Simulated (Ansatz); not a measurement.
# Co2BiB2C: relaxing a made-up structure

This structure for Co2BiB2C is made up. Its elements were placed in a known structure type with a cell scaled to their sizes. What cell does the guess relax to, and how far off was it?

Main program and level: Ansatz 0.2.0; DFT, PBEsol, plane-wave PAW, files of the set soft_1, scalar-relativistic, ferromagnetic start, cell and ions relaxed at zero pressure; PAW set soft_1.

**1. The starting structure**

Symmetry: I4/mmm, No. 139, tetragonal system. The conventional cell has a = 3.666 Å, b = 3.666 Å, c = 10.427 Å, α = 90.00°, β = 90.00°, γ = 90.00°. Nearest to Bi lie 4 C at 2.59 Å and 8 B at 2.97 Å. Nearest to Co lie 4 B at 2.16 Å. Nearest to C lie 2 B at 1.46 Å and 4 Bi at 2.59 Å. Nearest to B lie 1 C at 1.46 Å and 4 Co at 2.16 Å and 1 B at 2.92 Å and 4 Bi at 2.97 Å. Farther neighbours are not listed.

**2. Relaxation of the guess**

The guess takes its coordinates from another compound and its volume from a rule, so the cell and any free coordinates are relaxed together.

File input.yaml:

```yaml
crystal:
  lattice:
    - [-1.833, 1.833, 5.2135]
    - [1.833, -1.833, 5.2135]
    - [1.833, 1.833, -5.2135]
  atoms:
    - { symbol: Bi, position: [0.5, 0.5, 0.0] }
    - { symbol: Co, position: [0.25, 0.75, 0.5], spin: 2.0 }
    - { symbol: Co, position: [0.75, 0.25, 0.5], spin: 2.0 }
    - { symbol: C, position: [0.0, 0.0, 0.0] }
    - { symbol: B, position: [0.8602, 0.8602, 0.0] }
    - { symbol: B, position: [0.1398, 0.1398, 0.0] }
magnetization:
  spin_polarized: true
kpoints:
  mp_grid: { grid: [10, 10, 10] }
scf:
  occupations: { method: fermi_dirac, width: 0.05 }
hamiltonian:
  xc: pbesol
  pseudopotentials: { kind: paw, azcp: { folder: soft_1 }, xc_functional: pbe }
relax:
  f_tol: 0.015
  max_steps: 70
  cell: {}
output:
  forces: true
  stress: true
```

The run is started by

```bash
$ ansatz run input.yaml --threads 4 --pin off --max-ram 10240MiB --backend cpu --events-out ev --progress --plain --runs-dir out
```

Numbers of over 12 decimals in the logs are rounded to 6 here.

Log:

```text
basis.fft_grid_basis auto: the FFT boxes are laid along the combinations [[1, 0, 1], [0, 1, 1], [0, 0, 1]] of the cell's own vectors, 3.666, 3.666 and 5.822 Å long. The dense box has 25×25×40 points. Along the cell's own vectors, as sized, it would have 40×40×40, 2.56 times as many. Of the 16 symmetry operations that the crystal satisfies within crystal.symmetry.tolerance (time reversal apart; of a slab, those that k [...]
Engine: ansatz 0.2.0, x86_64-unknown-linux-gnu
Pseudopotentials: kind: paw
Pseudopotential: Bi, paw, valence charge 15, recommended cutoff 420 eV (normal), soft_1/Bi.paw.azcp
Pseudopotential: Co, paw, valence charge 17, recommended cutoff 420 eV (normal), soft_1/Co.paw.azcp
Pseudopotential: C, paw, valence charge 4, recommended cutoff 420 eV (normal), soft_1/C.paw.azcp
Pseudopotential: B, paw, valence charge 3, recommended cutoff 420 eV (normal), soft_1/B.paw.azcp
Functional definition: PBEsol
  exchange = pbesol_x
  correlation = pbesol_c
Crystal: 6 atoms, lattice volume = 70.067 Å³
Basis set: ecut = 420 eV, 1349 PW (Γ), FFT grids on a1+a3, a2+a3, a3, exchange–correlation on 50×50×80 points (8 copies of the dense FFT grid, shifted against one another)
Bands: 38, of which v1, the nominal top of the filled ones, is band 30 counted from 1 (29 counted from 0)
Symmetry: 16 space group operations
Space group: I4/mmm (ITA 139), of the structure as read, at distance tolerance 4.1e-5 Å
Magnetic group: BNS 139.531 (UNI 1191), of the structure as read, at distance tolerance 4.1e-5 Å
k-points: 102 of 1000
Non-local potential: Bi, projectors of the file, l = 0: 2, l = 1: 2, l = 2: 2, l = 3: 1
Non-local potential: Co, projectors of the file, l = 0: 3, l = 1: 2, l = 2: 3, l = 3: 1
Non-local potential: C, projectors of the file, l = 0: 2, l = 1: 2, l = 2: 1
Non-local potential: B, projectors of the file, l = 0: 2, l = 1: 2, l = 2: 1
PAW form: soft (Blöchl's): semilocal exchange-correlation on the pseudo side does not see the compensation charge
PAW frozen core: Bi, regenerated for the run's functional, and the local potential with it (the file was generated under x = pbe(κ = 0.804, μ = 0.219515), c = pbe(β = 0.066725))
PAW frozen core: Co, regenerated for the run's functional, and the local potential with it (the file was generated under x = pbe(κ = 0.804, μ = 0.219515), c = pbe(β = 0.066725))
PAW frozen core: C, regenerated for the run's functional, and the local potential with it (the file was generated under x = pbe(κ = 0.804, μ = 0.219515), c = pbe(β = 0.066725))
PAW frozen core: B, regenerated for the run's functional, and the local potential with it (the file was generated under x = pbe(κ = 0.804, μ = 0.219515), c = pbe(β = 0.066725))
PAW one-centre angular grid: Bi, 590 points (default); XC on 64 Gauss nodes
PAW one-centre angular grid: Co, 590 points (default); XC on 64 Gauss nodes
PAW one-centre angular grid: C, 110 points (default); XC on 64 Gauss nodes
PAW one-centre angular grid: B, 110 points (default); XC on 64 Gauss nodes
Initial density: superposition of atomic densities (chi_scale 0.1, normalization cell, long waves kept (reshape's long-wave potential 0.04 eV rms))
Starting moments: Σ|m| = 4 μB on 2 of 6 sites
Initial wavefunctions: pseudopotential atomic-orbital guess
Functional: x = pbesol(κ = 0.804, μ = 0.123457), c = pbesol(β = 0.046)
SCF iter   1: F=—  HF=-22980.941825 eV  |F-HF|=—  |Δ(HF+E_count)|=         —  Δρ=4.53e-2 (↑4.37e-2 ↓4.53e-2)  dr2=1.02e1  dr2_m=8.35e-2  M=3.224 μB ∫|m|=3.604 μB  β_m=0.30  ethr=3.10e-3  ⟨swp⟩=6.2  Hψ=28044  notcnv=0  defer=1
Mixer restart at iter 1: flushing history
preconditioner: auto → Kerker (q_TF=auto, 2.651 Å⁻¹)  [metal: Δε(μ)=0.006 eV  Ē_g=11.735 eV  σ=0.050 eV  W_gap=0.03  n_scr=24 (ndim 8)  ℏωp=29.1 eV  f_vac=0.000  D(μ)=7.26/eV (n_scr^D=102)]
spin=Collinear: Kerker preconditioning applied to the charge; magnetization (m = ρ↑ − ρ↓) channel mixes plain (no charge-response kernel on spin).
SCF iter   2: F=—  HF=-22979.667851 eV  |F-HF|=—  |Δ(HF+E_count)|=    1.27e0  Δρ=4.49e-2 (↑3.03e-2 ↓4.49e-2)  dr2=7.07e0  dr2_m=1.71e-1  M=3.011 μB ∫|m|=3.391 μB  β_m=0.63  ethr=3.10e-3  ⟨swp⟩=2.0  Hψ=10906  notcnv=0  defer=256
SCF iter   3: F=—  HF=-22980.031853 eV  |F-HF|=—  |Δ(HF+E_count)|=   3.64e-1  Δρ=3.60e-2 (↑2.80e-2 ↓3.60e-2)  dr2=2.71e0  dr2_m=5.00e-1  M=2.344 μB ∫|m|=2.886 μB  β_m=0.63  ethr=3.10e-3  ⟨swp⟩=3.0  Hψ=13690  notcnv=0  defer=252
SCF iter   4: F=—  HF=-22980.094563 eV  |F-HF|=—  |Δ(HF+E_count)|=   6.27e-2  Δρ=5.48e-2 (↑8.72e-3 ↓5.48e-2)  dr2=2.83e0  dr2_m=5.30e-1  M=1.457 μB ∫|m|=2.213 μB  β_m=0.22  ethr=3.10e-3  ⟨swp⟩=2.6  Hψ=13237  notcnv=0  defer=239
SCF iter   5: F=—  HF=-22980.223032 eV  |F-HF|=—  |Δ(HF+E_count)|=   1.28e-1  Δρ=3.56e-2 (↑3.56e-2 ↓1.26e-2)  dr2=6.67e-1  dr2_m=2.93e-1  M=1.079 μB ∫|m|=1.874 μB  β_m=0.63  ethr=3.10e-3  ⟨swp⟩=2.5  Hψ=11826  notcnv=0  defer=237
SCF iter   6: F=—  HF=-22980.203195 eV  |F-HF|=—  |Δ(HF+E_count)|=   1.98e-2  Δρ=1.49e-2 (↑1.49e-2 ↓7.51e-3)  dr2=2.84e-1  dr2_m=1.36e-2  M=0.520 μB ∫|m|=0.945 μB  β_m=0.69  ethr=1.13e-3  ⟨swp⟩=2.9  Hψ=13103  notcnv=0  defer=240
SCF iter   7: F=—  HF=-22980.192671 eV  |F-HF|=—  |Δ(HF+E_count)|=         —  Δρ=7.92e-3 (↑7.92e-3 ↓7.83e-3)  dr2=2.86e-3  dr2_m=3.91e-2  M=0.392 μB ∫|m|=0.658 μB  β_m=0.69  ethr=4.82e-4  ⟨swp⟩=2.0  Hψ=11281  notcnv=0  defer=242
Mixer restart at iter 7: flushing history
SCF iter   8: F=—  HF=-22980.194623 eV  |F-HF|=—  |Δ(HF+E_count)|=   1.95e-3  Δρ=7.53e-3 (↑3.95e-3 ↓7.53e-3)  dr2=5.59e-3  dr2_m=2.09e-2  M=0.348 μB ∫|m|=0.555 μB  β_m=0.85  ethr=4.84e-6  ⟨swp⟩=2.0  Hψ=14057  notcnv=0  defer=242
SCF iter   9: F=—  HF=-22980.201964 eV  |F-HF|=—  |Δ(HF+E_count)|=   7.34e-3  Δρ=6.91e-3 (↑6.91e-3 ↓1.54e-3)  dr2=2.90e-2  dr2_m=5.06e-3  M=0.301 μB ∫|m|=0.448 μB  β_m=0.80  ethr=4.84e-6  ⟨swp⟩=2.7  Hψ=15736  notcnv=0  defer=242
SCF iter  10: F=—  HF=-22980.195458 eV  |F-HF|=—  |Δ(HF+E_count)|=   6.51e-3  Δρ=1.29e-3 (↑6.24e-4 ↓1.29e-3)  dr2=8.93e-4  dr2_m=5.26e-4  M=0.229 μB ∫|m|=0.317 μB  β_m=0.84  ethr=4.84e-6  ⟨swp⟩=2.4  Hψ=15741  notcnv=0  defer=242
SCF iter  11: F=—  HF=-22980.195428 eV  |F-HF|=—  |Δ(HF+E_count)|=   2.94e-5  Δρ=1.29e-3 (↑1.29e-3 ↓5.62e-4)  dr2=1.36e-3  dr2_m=1.26e-4  M=0.205 μB ∫|m|=0.283 μB  β_m=0.92  ethr=1.51e-6  ⟨swp⟩=2.2  Hψ=12921  notcnv=0  defer=242
SCF iter  12: F=—  HF=-22980.195708 eV  |F-HF|=—  |Δ(HF+E_count)|=   2.80e-4  Δρ=8.96e-4 (↑8.96e-4 ↓7.17e-4)  dr2=1.33e-3  dr2_m=8.93e-6  M=0.192 μB ∫|m|=0.266 μB  β_m=0.83  ethr=1.51e-6  ⟨swp⟩=1.3  Hψ=8170  notcnv=0  defer=242
[...]
relax step   4: F+E_penalty+E_count = -22980.58655049 eV  Δ(F+E_penalty+E_count) = -1.503e-3 eV  max|allowed force component| = 1.257e-2 eV/Å  Δτ_max = 0.0083 Å  P = +0.027 GPa  Ω = 65.780 Å³  energy of the carried Pulay correction = +3.262e-3 eV  (8 SCF iters, dr2 threshold 6.00e-7 eV, accepted)
[...]
relax step   5: F+E_penalty+E_count = -22980.58677048 eV  Δ(F+E_penalty+E_count) = -2.200e-4 eV  max|allowed force component| = 8.625e-3 eV/Å  Δτ_max = 0.0030 Å  P = +0.031 GPa  Ω = 65.776 Å³  energy of the carried Pulay correction = +3.266e-3 eV  (9 SCF iters, dr2 threshold 1.06e-7 eV, accepted)
[...]
relax step   6: F+E_penalty+E_count = -22980.58677638 eV  Δ(F+E_penalty+E_count) = -5.898e-6 eV  max|allowed force component| = 3.045e-3 eV/Å  Δτ_max = 0.0005 Å  P = -0.029 GPa  Ω = 65.800 Å³  energy of the carried Pulay correction = +3.247e-3 eV  (10 SCF iters, dr2 threshold 1.78e-8 eV, accepted)
[...]
relax step   7: F+E_penalty+E_count = -22980.58409707 eV  Δ(F+E_penalty+E_count) = +2.679e-3 eV  max|allowed force component| = 3.628e-3 eV/Å  Δτ_max = 0.0000 Å  P = -0.068 GPa  Ω = 65.800 Å³  stress off target by 1.03e-1 GPa  SCF on the basis re-selected at this cell (its energy is not comparable with the rows above)  (10 SCF iters)
[...]
relax step   8: F+E_penalty+E_count = -22980.58412106 eV  Δ(F+E_penalty+E_count) = -2.399e-5 eV  max|allowed force component| = 6.116e-4 eV/Å  Δτ_max = 0.0002 Å  P = -0.001 GPa  Ω = 65.779 Å³  energy of the carried Pulay correction = +1.754e-5 eV  (8 SCF iters, dr2 threshold 2.65e-8 eV, accepted)
iter 1 solved again at ethr=2.96e-8 eV; its pass at ethr=3.10e-3 eV (dr2=1.75e-5 eV) is discarded
SCF iter   1: F=—  HF=-22980.584110 eV  |F-HF|=—  |Δ(HF+E_count)|=         —  Δρ=1.24e-6 (↑1.24e-6 ↓5.25e-7)  dr2=1.05e-9  dr2_m=2.62e-10  M=0.000 μB ∫|m|=0.000 μB  β_m=0.65  ethr=2.96e-8  ⟨swp⟩=4.0  Hψ=53772  notcnv=0
eigensolver tolerance schedule: the retry pair's looser diagonalisation over-reported the residual by 16590.05 of it (diagonalisation noise at 0.19 of the residual, at the tolerance the schedule requests for it); recorded, not acted on — ethr = c·dr2/N_el stays at c = 1.0e-1
spin=Collinear: Kerker preconditioning applied to the charge; magnetization (m = ρ↑ − ρ↓) channel mixes plain (no charge-response kernel on spin).
SCF iter   2: F=—  HF=-22980.584107 eV  |F-HF|=—  |Δ(HF+E_count)|=   3.08e-6  Δρ=6.70e-7 (↑6.70e-7 ↓5.80e-7)  dr2=4.00e-10  dr2_m=1.95e-10  M=0.000 μB ∫|m|=0.000 μB  β_m=0.65  ethr=1.79e-12  ⟨swp⟩=3.1  Hψ=17740  notcnv=0
SCF iter   3: F=—  HF=-22980.584107 eV  |F-HF|=—  |Δ(HF+E_count)|=  8.00e-11  Δρ=4.79e-7 (↑4.79e-7 ↓4.05e-7)  dr2=7.73e-11  dr2_m=1.10e-10  M=0.000 μB ∫|m|=0.000 μB  β_m=0.82  ethr=1.00e-12  ⟨swp⟩=1.6  Hψ=8193  notcnv=0
SCF iter   4: F=—  HF=-22980.584107 eV  |F-HF|=—  |Δ(HF+E_count)|=  2.55e-11  Δρ=2.90e-7 (↑9.94e-8 ↓2.90e-7)  dr2=7.71e-11  dr2_m=6.52e-12  M=0.000 μB ∫|m|=0.000 μB  β_m=0.91  ethr=1.00e-12  ⟨swp⟩=1.6  Hψ=8854  notcnv=0
SCF iter   5: F=—  HF=-22980.584107 eV  |F-HF|=—  |Δ(HF+E_count)|=  4.00e-11  Δρ=3.13e-7 (↑3.13e-7 ↓8.74e-8)  dr2=2.50e-11  dr2_m=1.97e-11  M=0.000 μB ∫|m|=0.000 μB  β_m=0.91  ethr=1.00e-12  ⟨swp⟩=2.0  Hψ=9466  notcnv=0
SCF iter   6: F=—  HF=-22980.584107 eV  |F-HF|=—  |Δ(HF+E_count)|=  3.64e-12  Δρ=2.22e-7 (↑1.47e-7 ↓2.22e-7)  dr2=9.41e-11  dr2_m=1.07e-12  M=0.000 μB ∫|m|=0.000 μB  β_m=0.91  ethr=1.00e-12  ⟨swp⟩=1.0  Hψ=7753  notcnv=0
SCF iter   7: F=—  HF=-22980.584107 eV  |F-HF|=—  |Δ(HF+E_count)|=    0.00e0  Δρ=2.26e-7 (↑2.26e-7 ↓1.96e-7)  dr2=1.01e-10  dr2_m=1.55e-13  M=0.000 μB ∫|m|=0.000 μB  β_m=0.96  ethr=1.00e-12  ⟨swp⟩=1.0  Hψ=7755  notcnv=0
SCF iter   8: F=-22980.584107 eV  HF=-22980.584107 eV  |F-HF|=2.18e-11  |Δ(HF+E_count)|=  3.64e-12  Δρ=1.15e-7 (↑1.15e-7 ↓9.81e-8)  dr2=2.75e-11  dr2_m=4.57e-14  M=0.000 μB ∫|m|=0.000 μB  ethr=1.00e-12  ⟨swp⟩=2.2  Hψ=21187  notcnv=0
the starting moments were not kept: the SCF closed with an absolute magnetisation of 1.8e-6 μB, where they sum to 4 μB in size (2 sites). That is at most 0.1 of that sum. Measured as dr2_m measures the in/out step, that magnetisation stands 2.4e-12 eV from none, at or under the dr2_threshold of 6.0e-11 eV: it is no larger than a step whose dr2_m would equal this threshold.
SCF 9 converged in 8 iterations: F = -22980.584107 eV  dr2 = 2.75e-11
relax step   9: F+E_penalty+E_count = -22980.58410674 eV  Δ(F+E_penalty+E_count) = +1.432e-5 eV  max|allowed force component| = 5.628e-4 eV/Å  Δτ_max = 0.0000 Å  P = -0.001 GPa  Ω = 65.779 Å³  stress off target by 3.03e-3 GPa  SCF on the basis re-selected at this cell (its energy is not comparable with the rows above)  (8 SCF iters)
basis re-selected at this cell: Δ(F+E_penalty+E_count) = +1.432e-5 eV, ΔP = +0.000 GPa vs the last step (what re-selecting the basis moved, of the pressure what is left beyond the Pulay correction that the steps carried, after the strain that the cell walked since its last selection, with what the two solves' SCF thresholds leave and, on support functions, any second-order correction that the steps lacked; it is no m [...]
SCF converged after 8 iterations
Magnetization: 0.0000 μB (29.5000 up, 29.5000 down)
Absolute magnetization: 0.0000 μB (∫|ρ↑−ρ↓|, with the PAW one-centre terms)
Spin contamination: 0.0000 ħ² per cell (⟨S²⟩ above its minimum at these occupations)
Per-site moments (μB) at R_I (Å): [(-8.164345115278516e-9, 1.056035), (6.842698287136165e-7, 0.849230), (6.842698285286445e-7, 0.849230), (7.89653917383006e-8, 0.630540), (-3.506842412943931e-8, 0.630540), (-3.5068424156182284e-8, 0.630540)]
Free energy (F): -22980.584107 eV
Harris-Foulkes:  -22980.584107 eV  (|F-HF|=2.18e-11)
Internal energy: -22980.549704 eV  (E = F + TS)
E sigma→0 (E₀):  -22980.566905 eV
Entropy (-TS):   -0.034403 eV (-5.734 meV/atom)
Fermi energy:    14.930536 eV
--- Per-component energies (eV) ---
  E_band       = -545.164351
  E_kinetic    = 1028.719384
  E_local      = -8083.967201  (includes V_loc(G=0)·N_el)
  E_nonlocal   = 1330.225192
  E_hartree    = 3555.248984
  E_xc         = -449.249561
  E_vxc        = -507.033691  (∫ρ·V_xc dr)
  E_paw        = -13836.522310  (= ΣΔE_a)
  E_vpaw       = -1423.606773  (= ΣTr[D̂ρ^β])
  E_aug_tail   = 0.000188  (compensation charges beyond the density's cutoff)
  E_ewald      = -6525.521536
  E_core_change = 0.517156  (= ΣΔE_core)
  E_smearing   = -0.034403  (= −TS)
  E_closure    = -0.000000  (closes the sum)
  Σ components = -22980.584107   (vs F -22980.584107, Δ=0.00e0)
--- Forces (eV/Å), atoms counted from 1 ---
  atom   1  Bi     0.00000000     0.00000000     0.00000000
  atom   2  Co     0.00000000     0.00000000     0.00000000
  atom   3  Co    -0.00000000    -0.00000000     0.00000000
  atom   4  C      0.00000000     0.00000000     0.00000000
  atom   5  B      0.00000000    -0.00000000     0.00056275
  atom   6  B      0.00000000    -0.00000000    -0.00056275
  max |Σ_I F_I| component: 3.47e-17 eV/Å
--- Stress (GPa, compression-positive) ---
       -0.000164       0.000000       0.000000
        0.000000      -0.000164       0.000000
        0.000000       0.000000      -0.003026
  P = ⅓ Tr σ = -0.0011 GPa (-0.011 kbar)
--- Relaxed structure (7 steps of the walk, 7 accepted, 2 SCFs on fresh bases) ---
  F+E_penalty+E_count = -22980.58410674 eV   max|allowed force component| = 5.628e-4 eV/Å   (the final SCF, on the basis selected at the relaxed cell)
  cell:  # Å, volume = 65.7786 Å³
    - [-1.810254, 1.810254, 5.018171]
    - [1.810254, -1.810254, 5.018171]
    - [1.810254, 1.810254, -5.018171]
  atoms:
    - { symbol: Bi, position: [0.5, 0.5, 0] }
    - { symbol: Co, position: [0.250000, 0.75, 0.5] }
    - { symbol: Co, position: [0.75, 0.250000, 0.5] }
    - { symbol: C, position: [-2.209580527986668e-19, -2.209580527986669e-19, 0] }
    - { symbol: B, position: [0.847695, 0.847695, 0] }
    - { symbol: B, position: [0.152305, 0.152305, 0] }
```

It took 46 s on 4 threads of INTEL XEON PLATINUM 8581C at 2.30GHz (Emerald Rapids), shared host; peak memory 0.75 GiB.

Relaxation path:

| step | energy less that of the first step (eV) | largest force component (eV/Å) | pressure (GPa) | volume (Å³) |
| --- | --- | --- | --- | --- |
| 1 | 0.0000 | 2.5837 | -6.98 | 70.07 |
| 2 | -0.2735 | 1.6209 | -1.72 | 67.18 |
| 3 | -0.3895 | 0.1446 | 0.15 | 65.79 |
| 4 | -0.3910 | 0.0126 | 0.03 | 65.78 |
| 5 | -0.3912 | 0.0086 | 0.03 | 65.78 |
| 6 | -0.3912 | 0.0030 | -0.03 | 65.80 |
| 7* | -0.3886 | 0.0036 | -0.07 | 65.80 |
| 8 | -0.3886 | 0.0006 | 0.00 | 65.78 |
| 9* | -0.3886 | 0.0006 | 0.00 | 65.78 |

Relaxation steps marked * repeat the geometry before them on a plane-wave basis chosen anew for their cell, so energy and pressure can jump there.

The run keeps the 16 symmetry operations that it works with, so distortions that break them were not tested.

```csv
"conventional cell, symmetrised",before,after,change
a (Å),3.666,3.621,-1.2 %
b (Å),3.666,3.621,-1.2 %
c (Å),10.427,10.036,-3.7 %
volume (Å³/atom),11.68,10.96,-6.1 %
```

The atoms that moved most (Å, as changes of fractional coordinates times the final cell):

| atom | dx | dy | dz | length |
| --- | --- | --- | --- | --- |
| B6 | 0.000 | 0.000 | 0.126 | 0.126 |
| B5 | 0.000 | 0.000 | -0.126 | 0.126 |

The relaxed structure:

```
Bi Co C B
1.0
    -1.81025    1.81025    5.01817
     1.81025   -1.81025    5.01817
     1.81025    1.81025   -5.01817
Bi Co C B
1 2 1 2
Direct
  0.50000 0.50000 0.00000
  0.25000 0.75000 0.50000
  0.75000 0.25000 0.50000
  0.00000 0.00000 0.00000
  0.84770 0.84770 0.00000
  0.15230 0.15230 0.00000
```

This step gave:

| Property | Result |
| --- | --- |
| free energy | -22980.5841 eV |
| energy at zero smearing | -22980.5669 eV |
| smearing term TS | 0.03440 eV |
| Fermi energy | 14.93 eV |
| electrons | 59 |
| symmetry operations | 16 |
| pressure | -0.001118 GPa |

The shortest distance of each pair, which need not be the same contact before and after:

```csv
pair,guess (Å),relaxed (Å)
B–C,1.458,1.529
B–Co,2.163,2.059
Bi–C,2.592,2.560
Co–Co,2.592,2.560
B–Bi,2.974,2.982
```

The relaxation ends with a largest force component of 5.6e-4 eV/Å and a pressure of 0.00 GPa. The starting moments have collapsed: the run ends non-magnetic.

**3. Results**

| Quantity | Value |
| --- | --- |
| space group, relaxed | I4/mmm |
| conventional cell | a = 3.621, b = 3.621, c = 10.036 Å; α = 90.0°, β = 90.0°, γ = 90.0° |
| volume per atom | 10.96 Å³ (guess 11.68) |
| total moment | 0.00 μB in the cell of 6 atoms |

What this shows: Co2BiB2C relaxes to I4/mmm with a = 3.621, b = 3.621 and c = 10.036 Å. The guessed volume was 7 % too large. The space group I4/mmm was held in the relaxation, so the end point is a stationary structure within it and may be a saddle against distortions or other arrangements. The moments died out from this one start and weren't seeded again at the relaxed cell. Mesh and cutoff weren't tested. Spin-orbit coupling is left out, which can matter for elements this heavy. No dispersion term is used, so weakly bound directions may come out too long. Nothing here tests whether the compound is stable against decomposition.

[Logs are printed without paths, hosts, clocks, repeated set-up lines and the standing remarks that a program may print on its own settings, such as how far it seeks lower states.]

[Hosts, paths, dates, database ids (printed as entryN), source tags and the programs' standing remarks are cut or masked in the printed files.]
